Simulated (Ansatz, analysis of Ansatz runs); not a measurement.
# Charge-transition level of the As-vacancy pair (E centre) in Si (PBE), part 2 of 2

Subject: As-vacancy pair (E centre) in Si. Wanted: its charge-transition level, in one set-up (PBE, 64-site cell, PBE lattice, 300 eV, k: the single point 1/4 1/4 1/4 then 2x2x2 shifted 0.5 0.5 0.5). The model is a cell of 64 host atoms with 1 site emptied and As put on another atom's site. The level is the Fermi energy at which two charge states have equal formation energy, after a correction for the images of the charge. This set-up takes another basis size than the usual one.

Ansatz 0.2.0; PBE, 64-site cell, PBE lattice, 300 eV, k: the single point 1/4 1/4 1/4 then 2x2x2 shifted 0.5 0.5 0.5.

So far: The structure; Relaxation, charge 0.

## (2) Relaxation, charge 0 (continued)

Level of this step: plane-wave PAW DFT, PBE; relaxation of all atoms of a defect supercell (Ansatz).

Step by step:

```tsv
step	energy less that of the first step (eV)	largest force component (eV/Å)
1	0.0000	2.9380
2	-5.9428	0.9492
3	-6.6869	0.1553
4	-6.7054	0.0967
5	-6.7219	0.0272
6	-6.7231	0.0118
7	-6.7232	0.0043
8	-6.7232	0.0044
9	-6.7233	0.0052
10	-6.7235	0.0210
11	-6.7238	0.0274
12	-6.6110	0.4278
13	-6.7196	0.0890
14	-6.7258	0.0244
15	-6.7265	0.0179
16	-6.7265	0.0179
17	-6.7268	0.0072
```

Relaxation steps 12, 13 were tried and not accepted.

The atoms that moved most (Å, from the sites as typed, ahead of the random displacement, the mean shift of all atoms taken out):

```tsv
atom	dx	dy	dz	length
As4	0.185	0.183	0.170	0.311
Si26	0.156	-0.128	-0.004	0.202
Si41	-0.130	0.154	-0.002	0.202
Si36	-0.097	0.093	-0.003	0.134
Si20	0.093	-0.096	-0.003	0.134
Si48	-0.049	-0.045	0.050	0.083
Si5	0.018	0.017	-0.051	0.056
Si6	0.016	-0.048	0.008	0.051
```

Neighbours of the ideal centre at the end:

```tsv
atom	distance (Å)
As4	2.053
Si26	2.199
Si41	2.215
Si48	2.291
Si20	3.725
Si36	3.744
Si13	3.824
Si14	3.835
Si5	3.839
Si6	3.844
Si22	3.846
Si52	3.850
Si7	3.853
Si37	3.853
Si30	3.856
Si45	3.865
```

Read from the output:

- free energy: -44272.6557 eV
- total moment: 1 μB
- integral of the absolute spin density: 1.149 μB
- spin contamination: 0.004651

The relaxation ends 107 meV an atom lower than the displaced start, with a largest force component of 0.0072 eV/Å.

## (3) Relaxation, charge −1

The input displaces the atoms at random before the relaxation, so that it can leave a symmetric saddle if there is one.

File relax1/input.yaml:

```yaml
relax:
  f_tol: 0.02
  max_steps: 80
  random_displacement: { amplitude: 0.12, seed: 110 }
crystal:
  lattice:
    - [10.94333757, 0.0, 0.0]
    - [0.0, 10.94333757, 0.0]
    - [0.0, 0.0, 10.94333757]
  atoms:
    - { symbol: Si, position: [0.0, 0.0, 0.25] }
    - { symbol: Si, position: [0.0, 0.25, 0.0] }
[... 1 atom line left out ...]
    - { symbol: As, position: [0.25, 0.25, 0.25] }
    - { symbol: Si, position: [0.125, 0.125, 0.375] }
    - { symbol: Si, position: [0.125, 0.375, 0.125] }
    - { symbol: Si, position: [0.375, 0.125, 0.125] }
[... 5 atom lines left out ...]
    - { symbol: Si, position: [0.125, 0.375, 0.625] }
    - { symbol: Si, position: [0.375, 0.125, 0.625] }
[... 5 atom lines left out ...]
    - { symbol: Si, position: [0.125, 0.625, 0.375] }
[... 1 atom line left out ...]
    - { symbol: Si, position: [0.375, 0.625, 0.125] }
[... 3 atom lines left out ...]
    - { symbol: Si, position: [0.25, 0.5, 0.5] }
[... 9 atom lines left out ...]
    - { symbol: Si, position: [0.625, 0.125, 0.375] }
[... 4 atom lines left out ...]
    - { symbol: Si, position: [0.5, 0.25, 0.5] }
[... 6 atom lines left out ...]
    - { symbol: Si, position: [0.5, 0.5, 0.25] }
[... 14 atom lines left out ...]
    - { symbol: Si, position: [0.875, 0.875, 0.875] }
  host:
    repeats: [2, 2, 2]
    atoms:
      - { symbol: Si, position: [0.0, 0.0, 0.5] }
      - { symbol: Si, position: [0.0, 0.5, 0.0] }
      # ... 6 more atoms of the perfect host
total_charge: -1
basis:
  ecutwfc: 300
  xc_grid: 2
hamiltonian:
  xc: pbe
kpoints:
  mp_grid: { grid: [1, 1, 1], shift: [0.25, 0.25, 0.25] }
scf:
  occupations: { method: fermi_dirac, width: 0.01 }
  max_iter: 120
output:
  forces: true
  charged_corrections:
    epsilon: 12.99
    static_epsilon: 12.99
    defect_position: [0.3125, 0.3125, 0.3125]
checkpoint:
  write: "../relax1.run"
  compress: false
  write_wavefunctions: true
  write_every: 100000
```

Command:

```bash
ansatz run input.yaml --threads 2 --pin off --max-ram 4710MiB --backend cpu --events-out ev --progress --plain --runs-dir out
```

Numbers of over 12 decimals in the logs are rounded to 6 here.

Log:

```text
[...]
Crystal: 63 atoms, lattice volume = 1310.537 Å³
Basis set: ecut = 300 eV, 15515 PW (Γ), exchange–correlation on 128×128×128 points (8 copies of the dense FFT grid, shifted against one another)
Bands: 195, of which v1, the nominal top of the filled ones, is band 132 counted from 1 (131 counted from 0)
Symmetry: 1 space group operations
k-points: 1
[...]
SCF iter   1: F=—  HF=-44259.355827 eV  |F-HF|=—  |Δ(HF+E_count)|=         —  Δρ=3.80e-3  dr2=3.79e-1  ethr=1.77e-3  ⟨swp⟩=6.0  Hψ=894  notcnv=0  defer=37
[...]
SCF iter   8: F=-44259.312060 eV  HF=-44259.312063 eV  |F-HF|=2.75e-6  |Δ(HF+E_count)|=   5.59e-6  Δρ=8.74e-6  dr2=4.42e-6  ethr=3.79e-9  ⟨swp⟩=4.0  Hψ=465  notcnv=0
SCF 1 converged in 8 iterations: F = -44259.312060 eV  dr2 = 4.42e-6
[...]
--- Relaxed structure (26 steps of the walk, 23 accepted, 0 SCFs on fresh bases) ---
  F+E_penalty+E_count = -44266.23113188 eV   max|allowed force component| = 7.340e-3 eV/Å
  atoms:
    - { symbol: Si, position: [-0.000456, 0.001822, 0.249236] }
    - { symbol: Si, position: [0.000911, 0.249534, 2.540340829304082e-5] }
    [... 1 atom left out ...]
    - { symbol: As, position: [0.270168, 0.266167, 0.269255] }
    - { symbol: Si, position: [0.128964, 0.125755, 0.371910] }
    - { symbol: Si, position: [0.127398, 0.370305, 0.126441] }
    - { symbol: Si, position: [0.372809, 0.125778, 0.127985] }
    [... 5 atoms left out ...]
    - { symbol: Si, position: [0.141988, 0.376530, 0.609595] }
    [... 2 atoms left out ...]
    - { symbol: Si, position: [0.002266, 0.498557, 0.249035] }
    [... 5 atoms left out ...]
    - { symbol: Si, position: [0.372789, 0.624506, 0.129566] }
    [... 3 atoms left out ...]
    - { symbol: Si, position: [0.277656, 0.500343, 0.472850] }
    [... 14 atoms left out ...]
    - { symbol: Si, position: [0.486176, 0.256446, 0.485461] }
    [... 6 atoms left out ...]
    - { symbol: Si, position: [0.473488, 0.500510, 0.276479] }
    [... 15 atoms left out ...]
[key lines of the parts left out:]
SCF converged after 6 iterations
Free energy (F): -44266.231132 eV
Fermi energy:    6.409125 eV
```

Run time: 3.7 min. Hardware: 2 threads of Arm Neoverse V2, shared host; peak memory 1.1 GiB.

Relaxation path (22 of 26):

```tsv
step	energy less that of the first step (eV)	largest force component (eV/Å)
1	0.0000	2.8818
2	-5.9387	0.9483
3	-6.7787	0.2569
5	-6.8705	0.0471
6	-6.8726	0.0182
7	-6.8730	0.0229
8	-6.7902	0.3740
9	-6.8746	0.0360
11	-6.7763	0.3989
12	-6.8805	0.0419
13	-6.8843	0.0832
14	-6.8875	0.0422
15	-6.8900	0.0230
16	-6.8911	0.0406
18	-6.8948	0.0526
19	-6.8976	0.0609
20	-6.9012	0.0688
21	-6.9052	0.0734
22	-6.8676	0.3174
24	-6.9150	0.0494
25	-6.9186	0.0271
26	-6.9191	0.0073
```

Relaxation steps 8, 11, 22 were tried and not accepted.

The atoms that moved most (Å, from the sites as typed, ahead of the random displacement, the mean shift of all atoms taken out):

```tsv
atom	dx	dy	dz	length
Si48	-0.301	0.008	0.289	0.417
Si26	0.292	0.007	-0.298	0.417
As4	0.210	0.180	0.210	0.347
Si37	-0.170	0.021	0.175	0.244
Si13	0.175	0.019	-0.170	0.244
Si41	-0.162	0.073	-0.160	0.239
Si45	-0.068	-0.096	-0.068	0.135
Si24	0.063	-0.028	-0.065	0.095
```

The atoms nearest to the centre after the run:

```tsv
atom	distance (Å)
As4	2.018
Si26	2.040
Si48	2.052
Si41	2.150
Si13	3.618
Si37	3.633
Si45	3.783
Si20	3.819
Si22	3.830
Si5	3.833
Si30	3.833
Si52	3.839
Si6	3.840
Si7	3.840
Si14	3.864
Si36	3.868
```

This step gave:

| Quantity | Value |
| --- | --- |
| free energy | -44266.2311 eV |

The relaxation ends 110 meV an atom lower than the displaced start, with a largest force component of 0.0073 eV/Å.

## (4) Single point, charge 0

The relaxed structure is kept, and the final numbers are taken at the final level and k-points.

This step: plane-wave PAW DFT, PBE; single point of a defect supercell.

File point0/input.yaml:

```yaml
crystal:
  lattice:
    - [10.94333757, 0.0, 0.0]
    - [0.0, 10.94333757, 0.0]
    - [0.0, 0.0, 10.94333757]
  atoms:
    - { symbol: Si, position: [0.001026674, -7.9728e-05, 0.249223422] }
    - { symbol: Si, position: [5.1403e-05, 0.248223774, 0.000775448] }
[... 1 atom line left out ...]
    - { symbol: As, position: [0.267882545, 0.266514955, 0.265628795] }
    - { symbol: Si, position: [0.127611423, 0.126282722, 0.370463985] }
    - { symbol: Si, position: [0.127481821, 0.370371561, 0.125853022] }
[... 6 atom lines left out ...]
    - { symbol: Si, position: [0.129217703, 0.372662947, 0.623347629] }
    - { symbol: Si, position: [0.373803476, 0.127801406, 0.623457127] }
[... 5 atom lines left out ...]
    - { symbol: Si, position: [0.134530237, 0.615968302, 0.374772454] }
[... 1 atom line left out ...]
    - { symbol: Si, position: [0.377146273, 0.622916294, 0.125853587] }
[... 3 atom lines left out ...]
    - { symbol: Si, position: [0.265266549, 0.488082211, 0.49975216] }
[... 9 atom lines left out ...]
    - { symbol: Si, position: [0.617144991, 0.133264184, 0.374821537] }
[... 4 atom lines left out ...]
    - { symbol: Si, position: [0.489113312, 0.263815546, 0.499876277] }
[... 6 atom lines left out ...]
    - { symbol: Si, position: [0.496541997, 0.49563876, 0.254648315] }
[... 3 atom lines left out ...]
    - { symbol: Si, position: [0.624411539, 0.623134494, 0.372954566] }
[... 10 atom lines left out ...]
    - { symbol: Si, position: [0.875650878, 0.874302223, 0.874754166] }
  host:
    repeats: [2, 2, 2]
    atoms:
      - { symbol: Si, position: [0.0, 0.0, 0.5] }
      - { symbol: Si, position: [0.0, 0.5, 0.0] }
      # ... 6 more atoms of the perfect host
basis:
  ecutwfc: 300
  xc_grid: 2
hamiltonian:
  xc: pbe
kpoints:
  mp_grid: { grid: [2, 2, 2], shift: [0.5, 0.5, 0.5] }
magnetization:
  spin_polarized: true
  initial_magnetization: 1
  spin_locking: { lock_magnetization: hard }
scf:
  occupations: { method: fermi_dirac, width: 0.01 }
  max_iter: 120
output:
  forces: true
  charged_corrections:
    epsilon: 12.99
    static_epsilon: 12.99
    defect_position: [0.3125, 0.3125, 0.3125]
  eigenvalues: true
checkpoint:
  read: "../relax0.run"
  write: "../point0.run"
  compress: false
  write_wavefunctions: true
  write_every: 100000
```

Log:

```text
[...]
Crystal: 63 atoms, lattice volume = 1310.537 Å³
Basis set: ecut = 300 eV, 15515 PW (Γ), exchange–correlation on 128×128×128 points (8 copies of the dense FFT grid, shifted against one another)
Bands: 195, of which v1, the nominal top of the filled ones, is band 132 counted from 1 (131 counted from 0)
Symmetry: 1 space group operations
[...]
k-points: 4 of 8 (time reversal used)
[...]
Stability of the state it starts from, as read at its close in the collinear treatment: not read negative (Ritz values of 1 − χ₀K, real part plus size of imaginary part, from 0.31 to 0.40, by its mixing steps under no symmetry); [...]
Starting moments: Σ|m| = 1 μB on 63 of 63 sites; this step starts from the density that it was given
[...]
iter 1 solved again at ethr=6.50e-5 eV; its pass at ethr=3.10e-3 eV (dr2=1.71e-1 eV) is discarded
[...]
--- Forces (eV/Å), atoms counted from 1 ---
  atom   1  Si    -0.00347900    -0.00697512    -0.08944681
  atom   2  Si     0.00973423    -0.04301498     0.00364325
  [... 1 atom left out ...]
  atom   4  As    -0.16296075    -0.15451244    -0.11852259
  atom   5  Si     0.00853758     0.00993139     0.04244323
  atom   6  Si    -0.01880839     0.02641112    -0.01008060
  atom   7  Si     0.03103096    -0.02115572    -0.01504232
  [... 8 atoms left out ...]
  atom  16  Si     0.03037510     0.01623716     0.02581437
  [... 3 atoms left out ...]
  atom  20  Si    -0.04172706     0.03672247     0.17431595
  [... 5 atoms left out ...]
  atom  26  Si     0.04714194     0.06259600    -0.12276852
  [... 9 atoms left out ...]
  atom  36  Si     0.03414972    -0.04007743     0.17346872
  [... 4 atoms left out ...]
  atom  41  Si     0.07084316     0.05029023    -0.12486307
  [... 6 atoms left out ...]
  atom  48  Si     0.07220444     0.06388249     0.04704269
  [... 15 atoms left out ...]
  max |Σ_I F_I| component: 2.38e-5 eV/Å
--- Band table (eV; the first three rows and the last of 8) ---
[...]
[... further k-points left out ...]
[key lines of the parts left out:]
SCF converged after 11 iterations
Magnetization: 1.0000 μB (132.0000 up, 131.0000 down)
Free energy (F): -44272.303913 eV
Fermi energy:    6.133369 (↑ 6.250510, ↓ 5.939035) eV
```

Wall time 2.4 min (2 threads); peak memory 2.3 GiB.

In the SCF lines HF is the Harris–Foulkes energy and dr2 the Hartree energy of the density residual, in eV; the loop may stop once dr2 is under the threshold and the program's other checks hold. Hψ counts applications of the Hamiltonian.

Read from the output:

* free energy: -44272.3039 eV
* smearing term TS: 9.38e-4 eV
* total moment: 1 μB
* integral of the absolute spin density: 1.080 μB
* spin contamination: 0.008174

## (5) Single point, charge −1

This step: plane-wave PAW DFT, PBE; single point of a defect supercell.

File point1/input.yaml:

```yaml
crystal:
  lattice:
    - [10.94333757, 0.0, 0.0]
    - [0.0, 10.94333757, 0.0]
    - [0.0, 0.0, 10.94333757]
  atoms:
    - { symbol: Si, position: [-0.000455976, 0.001821726, 0.249236052] }
    - { symbol: Si, position: [0.000911286, 0.249534058, 2.5403e-05] }
[... 1 atom line left out ...]
    - { symbol: As, position: [0.270167657, 0.266167418, 0.269254963] }
    - { symbol: Si, position: [0.128963984, 0.125754977, 0.371910287] }
[... 7 atom lines left out ...]
    - { symbol: Si, position: [0.1419885, 0.376530348, 0.609594782] }
[... 6 atom lines left out ...]
    - { symbol: Si, position: [0.130747619, 0.624261785, 0.371961877] }
[... 1 atom line left out ...]
    - { symbol: Si, position: [0.372789136, 0.624506391, 0.129566415] }
[... 3 atom lines left out ...]
    - { symbol: Si, position: [0.277655874, 0.500343446, 0.472850067] }
[... 3 atom lines left out ...]
    - { symbol: Si, position: [0.377932807, 0.623887362, 0.62145713] }
[... 6 atom lines left out ...]
    - { symbol: Si, position: [0.610494789, 0.376654163, 0.141046919] }
[... 3 atom lines left out ...]
    - { symbol: Si, position: [0.486175795, 0.256446437, 0.48546135] }
[... 3 atom lines left out ...]
    - { symbol: Si, position: [0.61980775, 0.366020617, 0.618908848] }
[... 2 atom lines left out ...]
    - { symbol: Si, position: [0.473487591, 0.500509777, 0.276479134] }
[... 3 atom lines left out ...]
    - { symbol: Si, position: [0.622233109, 0.623862596, 0.37690483] }
[... 10 atom lines left out ...]
    - { symbol: Si, position: [0.875768687, 0.874503493, 0.874825389] }
  host:
    repeats: [2, 2, 2]
    atoms:
      - { symbol: Si, position: [0.0, 0.0, 0.5] }
      - { symbol: Si, position: [0.0, 0.5, 0.0] }
      # ... 6 more atoms of the perfect host
total_charge: -1
basis:
  ecutwfc: 300
  xc_grid: 2
hamiltonian:
  xc: pbe
kpoints:
  mp_grid: { grid: [2, 2, 2], shift: [0.5, 0.5, 0.5] }
scf:
  occupations: { method: fermi_dirac, width: 0.01 }
  max_iter: 120
output:
  forces: true
  charged_corrections:
    epsilon: 12.99
    static_epsilon: 12.99
    defect_position: [0.3125, 0.3125, 0.3125]
  eigenvalues: true
checkpoint:
  read: "../relax1.run"
  write: "../point1.run"
  compress: false
  write_wavefunctions: true
  write_every: 100000
```

Log:

```text
[...]
Crystal: 63 atoms, lattice volume = 1310.537 Å³
Basis set: ecut = 300 eV, 15515 PW (Γ), exchange–correlation on 128×128×128 points (8 copies of the dense FFT grid, shifted against one another)
Bands: 195, of which v1, the nominal top of the filled ones, is band 132 counted from 1 (131 counted from 0)
Symmetry: 1 space group operations
[...]
k-points: 4 of 8 (time reversal used)
[...]
SCF iter   8: F=-44266.086129 eV  HF=-44266.086129 eV  |F-HF|=1.13e-8  |Δ(HF+E_count)|=   8.09e-8  Δρ=1.12e-6  dr2=2.74e-8  ethr=3.79e-11  ⟨swp⟩=14.5  Hψ=4442  notcnv=0
SCF 1 converged in 8 iterations: F = -44266.086129 eV  dr2 = 2.74e-8
[...]
SCF converged after 8 iterations
Free energy (F): -44266.086129 eV
[...]
Internal energy: -44266.086055 eV  (E = F + TS)
E sigma→0 (E₀):  -44266.086092 eV
Entropy (-TS):   -0.000074 eV (-0.001 meV/atom)
Fermi energy:    6.296819 eV
[...]
--- Forces (eV/Å), atoms counted from 1 ---
  atom   1  Si     0.02232141     0.00586378     0.00524328
  atom   2  Si    -0.00486627    -0.10492916    -0.00651618
  [... 1 atom left out ...]
  atom   4  As    -0.25483415    -0.05473376    -0.25885267
  atom   5  Si    -0.05576334    -0.03764742    -0.01842410
  atom   6  Si     0.05568762    -0.01385831     0.06049885
  atom   7  Si    -0.01969893    -0.03794435    -0.05208212
  [... 1 atom left out ...]
  atom   9  Si     0.03978238     0.03011668     0.00984701
  [... 3 atoms left out ...]
  atom  13  Si    -0.05048424     0.20871366     0.05297230
  [... 12 atoms left out ...]
  atom  26  Si     0.02653263    -0.20695825     0.15392822
  [... 10 atoms left out ...]
  atom  37  Si     0.05039265     0.20528272    -0.05280363
  [... 3 atoms left out ...]
  atom  41  Si     0.16416443     0.10379682     0.16593358
  [... 6 atoms left out ...]
  atom  48  Si     0.16666302    -0.20702982     0.03236153
  [... 15 atoms left out ...]
  max |Σ_I F_I| component: 1.07e-5 eV/Å
--- Charged-cell corrections in eV (Makov–Payne, q = -1.000 e, ε = 12.990) ---
[...]
E_corr1          = +0.143704  (monopole, q²α_M/2εL)
[...]
--- Band table (eV) ---
[...]
[... further k-points left out ...]
```

Run time: 62 s. Hardware: 2 threads; peak memory 1.9 GiB.

This step gave:

```yaml
free_energy: -44266.0861 eV
```

## (6) Charge-transition levels

A charged cell feels its images and has its own zero of potential; this step corrects both and places the level between the host's band edges.

This step: place-levels on PBE runs: charge-transition levels with image-charge correction and potential alignment at the atomic sites.

File levels.yaml:

```yaml
host:
  run: host.point.run
states: [point0.run, point1.run]
geometry_from:
  point0.run: relax0.run
  point1.run: relax1.run
  host.point.run: host.relax.run
```

Command:

```bash
ansatz place-levels levels.yaml -- --threads 2 --pin off --max-ram 4710MiB
```

Log:

```text
(0/-1) 0.450 eV above the valence edge, 0.148 eV under the conduction edge
  edges by pbe, gap 0.598 eV; the host is sampled to repeats of 30.95 Å
  the defect's cells are sampled to repeats of 30.95 Å, like sampling
  charge 0: +0.000 eV for its dipole among its images, +0.003 omitted
  charge -1: -44265.8419 eV with its correction of +0.244 eV, at epsilon 12.99, aligned at sites: -0.0792 eV, mean over 32 atomic sites at or beyond 5.47 Å from the defect at [0.3125, 0.3125, 0.3125], with -0.002102 for the charge's moments and without [...]
  of states[0] (point0.run): its moments are held at its close (magnetization.spin_locking), by a field of 0.101 eV a Bohr magneton, and its energy and levels are of the state that this holds: a run that lets them go can end lower
  of states[1] (point1.run): how wide its charge is, is not read beside other atoms or cores, and a band state would take no correction. [...]
```

Wall time 0.13 s (2 threads).

Numbers from this step:

```
gap : 0.5981 eV
```

## (7) What came out

```yaml
static_dielectric_constant_used: 13.0
band_gap_of_the_host: 0.60 eV
0_minus_1_level_below_the_conduction_band_bottom: 0.15 eV
time_of_the_whole_chain: 15 min on 2 threads
```

In words: (0/-1) level below the conduction-band bottom: computed 0.15 eV, measured 0.47 eV; 0.32 eV shallower than the measurement. The level is counted in a gap of 0.60 eV, and the correction is screened by a dielectric constant of 13.0 from a linear-response run on the host (PBE). Levels hang on the band edges, which semilocal functionals place too close together. Limits: the cell was relaxed at this lower cutoff, where the basis error moves the lattice constant.

[Logs are printed without paths, hosts, clocks, repeated set-up lines and the standing remarks that a program may print on its own settings, such as how far it seeks lower states.]

[Hosts, paths, dates, database ids (printed as entryN), source tags and the programs' standing remarks are cut or masked in the printed files.]

[For some hosts the program warned that the k-mesh of the response run may be too coarse for force constants and the static dielectric constant; such warnings are not shown here.]
